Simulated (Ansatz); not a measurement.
# MoH2: relaxing a made-up structure, part 2 of 2

This structure for MoH2 is made up. Its elements were placed in a known structure type with a cell scaled to their sizes. What cell does the guess relax to, and how far off was it?

Ansatz 0.2.0; DFT, r2SCAN, plane-wave PAW, files of the set soft_1, scalar-relativistic, no spin, cell and ions relaxed at zero pressure; PAW set soft_1 (the session's first sound run).

So far: Set-up; Relaxing cell and atoms. The relaxed cell has a = 4.396 Å (conventional setting).

### 3. Electronic structure of the relaxed cell

A second self-consistent run takes a narrower smearing and the mesh shown in its input; the bands follow along the standard path of the relaxed lattice.

This step: DFT, r2SCAN, plane-wave PAW, files of the set soft_1, scalar-relativistic, no spin, bands and density of states at the relaxed cell; PAW set soft_1 (Ansatz 0.2.0).

Contents of input.yaml:

```yaml
crystal:
  lattice:
    - [0.0, 2.1980414294, 2.1980414294]
    - [2.1980414294, 0.0, 2.1980414294]
    - [2.1980414294, 2.1980414294, 0.0]
  atoms:
    - { symbol: Mo, position: [0.0, 0.0, 0.0] }
    - { symbol: H, position: [0.25, 0.25, 0.25] }
    - { symbol: H, position: [0.75, 0.75, 0.75] }
kpoints:
  mp_grid: { grid: [12, 12, 12] }
  band_path:
    path:
      - [[0.0, 0.0, 0.0], [0.5, 0.0, 0.5], [0.5, 0.25, 0.75], [0.375, 0.375, 0.75], [0.0, 0.0, 0.0], [0.5, 0.5, 0.5], [0.625, 0.25, 0.625], [0.5, 0.25, 0.75], [0.5, 0.5, 0.5], [0.375, 0.375, 0.75]]
      - [[0.625, 0.25, 0.625], [0.5, 0.0, 0.5]]
    npoints: 8
scf:
  occupations: { method: fermi_dirac, width: 0.03 }
  n_extra_bands: 7
hamiltonian:
  xc: r2scan
  pseudopotentials: { kind: paw, azcp: { folder: soft_1 } }
output:
  forces: true
  stress: true
  write_bands: true
  dos: { projected: true }
  write_density: true
  write_potential: true
  elf: true
  volumetric_format: npy
```

The run is started by

```
> ansatz run input.yaml --threads 4 --pin off --max-ram 8192MiB --backend cpu --events-out ev --progress --plain --runs-dir out
```

Numbers of over 12 decimals in the logs are rounded to 6 here.

What it wrote:

```text
[...]
Crystal: 3 atoms, lattice volume = 21.239 Å³
Basis set: ecut = 500 eV, 537 PW (Γ), exchange–correlation on 96×96×96 points (64 copies of the dense FFT grid, shifted against one another)
Bands: 15, of which v1, the nominal top of the filled ones, is band 8 counted from 1 (7 counted from 0)
Symmetry: 48 space group operations
[...]
k-points: 72 of 1728
[...]
SCF iter   1: F=—  HF=-5000.480486 eV  |F-HF|=—  |Δ(HF+E_count)|=         —  Δρ=1.25e-1  dr2=3.65e0  dr2_τ=1.27e-1  ethr=3.10e-3  ⟨swp⟩=5.8  Hψ=5682  notcnv=0
[...]
SCF iter   7: F=-4999.298315 eV  HF=-4999.298315 eV  |F-HF|=3.99e-9  |Δ(HF+E_count)|=   6.10e-8  Δρ=7.27e-6  dr2=1.00e-8  dr2_τ=1.60e-9  ethr=3.52e-10  ⟨swp⟩=6.1  Hψ=5157  notcnv=0
SCF 1 converged in 7 iterations: F = -4999.298315 eV  dr2 = 1.00e-8
[...]
NSCF: frozen V_eff on 82 k-points
SCF converged after 7 iterations
Free energy (F): -4999.298315 eV
[...]
Internal energy: -4999.295715 eV  (E = F + TS)
E sigma→0 (E₀):  -4999.297015 eV
Entropy (-TS):   -0.002600 eV (-0.867 meV/atom)
Fermi energy:    16.813228 eV
[...]
--- Stress (GPa, compression-positive) ---
       -0.286842       0.000000       0.000000
       -0.000000      -0.286842      -0.000000
       -0.000000       0.000000      -0.286842
  P = ⅓ Tr σ = -0.2868 GPa (-2.868 kbar)
--- Band table (eV; the first three rows and the last of 72) ---
  k-point 0: bands = [... 4 lower, 4.7625, 14.5838, 14.5838, 14.5838, 15.6926, 17.1421, 17.1421, 31.3082, ... 3 higher]
  k-point 1: bands = [... 4 lower, 4.9688, 13.2881, 14.6849, 14.6849, 17.0715, 17.0715, 17.2329, 29.4135, ... 3 higher]
  k-point 2: bands = [... 4 lower, 5.5391, 11.9015, 14.9103, 14.9103, 16.9751, 16.9751, 19.2972, 27.6493, ... 3 higher]
  k-point 71: bands = [... 4 lower, 9.3578, 9.3578, 12.8695, 16.4290, 18.8567, 21.3839, 21.3839, 23.6169, ... 3 higher]
```

Run time: 1.3 s. Hardware: 4 threads of Arm Neoverse V2, shared host; peak memory 0.48 GiB.

This step gave:

| Property | Result |
| --- | --- |
| free energy | -4999.2983 eV |
| energy at zero smearing | -4999.2970 eV |
| smearing term TS | 0.002600 eV |
| Fermi energy | 16.81 eV |
| pressure | -0.2868 GPa |

bands.tsv at the labelled points (eV, zero at the Fermi level; the bands that come nearest the Fermi level along the path):

| point | band 5 | band 6 | band 7 | band 8 | band 9 | band 10 | band 11 | band 12 |
| --- | --- | --- | --- | --- | --- | --- | --- | --- |
| Γ | -12.05 | -2.23 | -2.23 | -2.23 | -1.12 | 0.33 | 0.33 | 14.49 |
| X | -8.67 | -5.84 | -5.17 | 1.85 | 2.04 | 2.04 | 7.87 | 7.87 |
| W | -7.46 | -7.46 | -3.94 | -0.38 | 2.04 | 4.57 | 4.57 | 6.80 |
| K | -8.21 | -6.67 | -4.20 | 0.39 | 1.36 | 4.01 | 4.50 | 8.41 |
| Γ | -12.05 | -2.23 | -2.23 | -2.23 | -1.12 | 0.33 | 0.33 | 14.49 |
| L | -9.57 | -5.72 | -2.09 | -2.09 | 1.76 | 1.76 | 5.92 | 6.09 |
| U | -8.21 | -6.67 | -4.20 | 0.39 | 1.36 | 4.01 | 4.50 | 8.41 |
| W | -7.46 | -7.46 | -3.94 | -0.38 | 2.04 | 4.57 | 4.57 | 6.80 |
| L | -9.57 | -5.72 | -2.09 | -2.09 | 1.76 | 1.76 | 5.92 | 6.09 |
| K | -8.21 | -6.67 | -4.20 | 0.39 | 1.36 | 4.01 | 4.50 | 8.41 |
| U | -8.21 | -6.67 | -4.20 | 0.39 | 1.36 | 4.01 | 4.50 | 8.41 |
| X | -8.67 | -5.84 | -5.17 | 1.85 | 2.04 | 2.04 | 7.87 | 7.87 |

States per cell as run, both spins, in windows of 1 eV, from dos.tsv (zero at the Fermi level):

| from | to | total |
| --- | --- | --- |
| -8 | -7 | 0.84 |
| -7 | -6 | 1.12 |
| -6 | -5 | 0.13 |
| -5 | -4 | 0.29 |
| -4 | -3 | 0.74 |
| -3 | -2 | 0.76 |
| -2 | -1 | 1.07 |
| -1 | 0 | 1.23 |
| 0 | 1 | 1.11 |
| 1 | 2 | 1.65 |
| 2 | 3 | 0.76 |
| 3 | 4 | 0.53 |
| 4 | 5 | 0.16 |
| 5 | 6 | 0.92 |

Below -8 eV lie 9.9 more states.

Electrostatic potential energy in the ac plane of a cell with a along [110], b along [-110] and c along [001] of the cube at fractional y = 0.000, with atoms of Mo and H within 0.2 Å of it. With pseudopotentials it is smooth inside the atoms' cores, unlike the true potential.

Values in eV, 7 rows by 16 columns, each cell a mean:
```
-48 -32  -1  12  13   7 -19 -44 -48 -32  -1  12  13   7 -19 -44
  2   7  12  -5 -14   9  10   3   2   7  12  -5 -14   9  10   3
 18  18  17  12   9  16  18  18  18  18  17  12   9  16  18  18
 20  19  18  16  16  17  19  19  20  19  18  16  16  17  19  19
 17  17  16   6   1  14  17  17  17  17  16   6   1  14  17  17
-11  -1   9  -1  -8   9   4  -8 -11  -1   9  -1  -8   9   4  -8
-55 -40  -5  13  15   6 -25 -52 -55 -40  -5  13  15   6 -25 -52
```
Columns run along a (6.2 Å; values clipped at the 3rd and 97th percentile), rows up along c (4.4 Å), edges of the conventional cell, whose origin can differ from the input's. Atoms in or near the plane, at fractional coordinates: Mo at (0.00, 0.00), Mo at (0.50, 0.00), H at (0.25, 0.25), H at (0.75, 0.25), H at (0.25, 0.75), H at (0.75, 0.75).

ELF in the ac plane of a cell with a along [110], b along [-110] and c along [001] of the cube at fractional y = 0.000, with atoms of Mo and H within 0.2 Å of it. It is the smooth field of the valence electrons, not physical close to the nuclei.

Ten even steps from '_' (0.12) to '@' (0.97), each cell a mean:
```
++**--..--..--**++**++..::::..++++
**==..==##==::==**++::::##**::::++
--..--%%@@%%::..--::..++@@@@++..::
__..==%%@@%%==..__..::**@@@@**::..
__..::==++==::..____..--++++--..__
____..::::::..______....::::..____
____..::----..______..::----::..__
__..--**##**--..____::++####++::__
....==%%@@%%--......::**@@@@**....
==::::##@@**::::++==..==%%%%==..==
**++::--++::::++****--..====..--**
==**--..::..--**==++++........++++
```
Columns run along a (6.2 Å), rows up along c (4.4 Å), edges of the conventional cell, whose origin can differ from the input's. Atoms in or near the plane, at fractional coordinates: Mo at (0.00, 0.00), Mo at (0.50, 0.00), H at (0.25, 0.25), H at (0.75, 0.25), H at (0.25, 0.75), H at (0.75, 0.75).

Valence density in the ac plane of a cell with a along [110], b along [-110] and c along [001] of the cube at fractional y = 0.000, with atoms of Mo and H within 0.2 Å of it. It is the smooth field of the valence electrons, not physical close to the nuclei.

Ten even steps from '_' (0.1 e/Å³) to '@' (6.8 e/Å³), each cell a mean:
```
@@**..______..**@@%%--________--%%
==::__________::==--..________..==
______..::..____..______....______
________..______________....______
__________________________________
__________________________________
__________________________________
__________________________________
______..::..____________....______
::..____..____..::..____....____..
##==..______..==##**::________::**
@@##::______::##@@@@==________==@@
```
Columns run along a (6.2 Å), rows up along c (4.4 Å), edges of the conventional cell, whose origin can differ from the input's. Atoms in or near the plane, at fractional coordinates: Mo at (0.00, 0.00), Mo at (0.50, 0.00), H at (0.25, 0.25), H at (0.75, 0.25), H at (0.25, 0.75), H at (0.75, 0.75).

### 4. What came out

```json
{
 "space group, relaxed": "Fm-3m",
 "conventional cell": "a = 4.396, b = 4.396, c = 4.396 Å; α = 90.0°, β = 90.0°, γ = 90.0°",
 "volume per atom": "7.08 Å³ (guess 7.85)"
}
```

**Reading.** MoH2 relaxes to Fm-3m with a = 4.396, b = 4.396 and c = 4.396 Å. The guessed volume was 11 % too large. The space group Fm-3m was held in the relaxation, so the end point is a stationary structure within it and may be a saddle against distortions or other arrangements. Bands cross the Fermi level, so it is a metal or semimetal at this level. On the 12×12×12 mesh with the narrower smearing (relaxed on 10×10×10) the forces vanish, as symmetry may demand, and the largest stress component is 0.287 GPa, against the relaxation's thresholds of 0.015 eV/Å and 0.05 GPa. The cutoff wasn't tested. No dispersion term is used, so weakly bound directions may come out too long. The runs have no spin, and magnetism wasn't tested. Nothing here tests whether the compound is stable against decomposition.

[Logs are printed without paths, hosts, clocks, repeated set-up lines and the standing remarks that a program may print on its own settings, such as how far it seeks lower states.]

[Hosts, paths, dates, database ids (printed as entryN), source tags and the programs' standing remarks are cut or masked in the printed files.]
